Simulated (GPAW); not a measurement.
# Polarising 2H-CrOS monolayer with a field along the normal

The dipole of the cell at several fields, atoms fixed. What does the strongest field give, and what length does the slope stand for?

How it was computed: GPAW 26.7.0, plane waves (500 eV), PAW setups, PBE, 12×12 mesh, a dipole layer in the vacuum; geometry relaxed without an applied field with GPAW. The cell's area is 6.89 Å², and e/ε0 = 180.95 V Å.

The runs, one held back:

| field (V/Å) | dipole (e Å) |
| --- | --- |
| −0.2 | −0.1293 |
| −0.1 | −0.1131 |
| −0.05 | −0.1050 |
| 0.05 | −0.0888 |
| 0.1 | −0.0807 |
| 0.2 | −0.0644 |
| 0.3 | ? |

To predict: What is the dipole at 0.3 V/Å?

**Working.** A line through the 6 points has the slope α = 0.162 e Å per V/Å and the intercept p₀ = −0.0969 e Å (r.m.s. residual 2.7e−05). At 0.3 V/Å it gives p = −0.0969 + 0.162 × 0.3 = −0.0482 e Å; the run gives −0.0481 e Å, so the response stays linear to 0.3 % of the induced part. Dividing by ε0 and the area: α/(ε0 A) = 0.162 × 180.95 / 6.89 = 4.26 Å, against 2.65 Å between the outer nuclei.

**Limits.** This is the electronic response alone; ions that move would add to it in polar layers. No run was spin-polarised, so magnetic states weren't tested. Layers with unlike faces were relaxed with their cell in a fully periodic cell without the dipole layer, so their atoms felt a small spurious field.
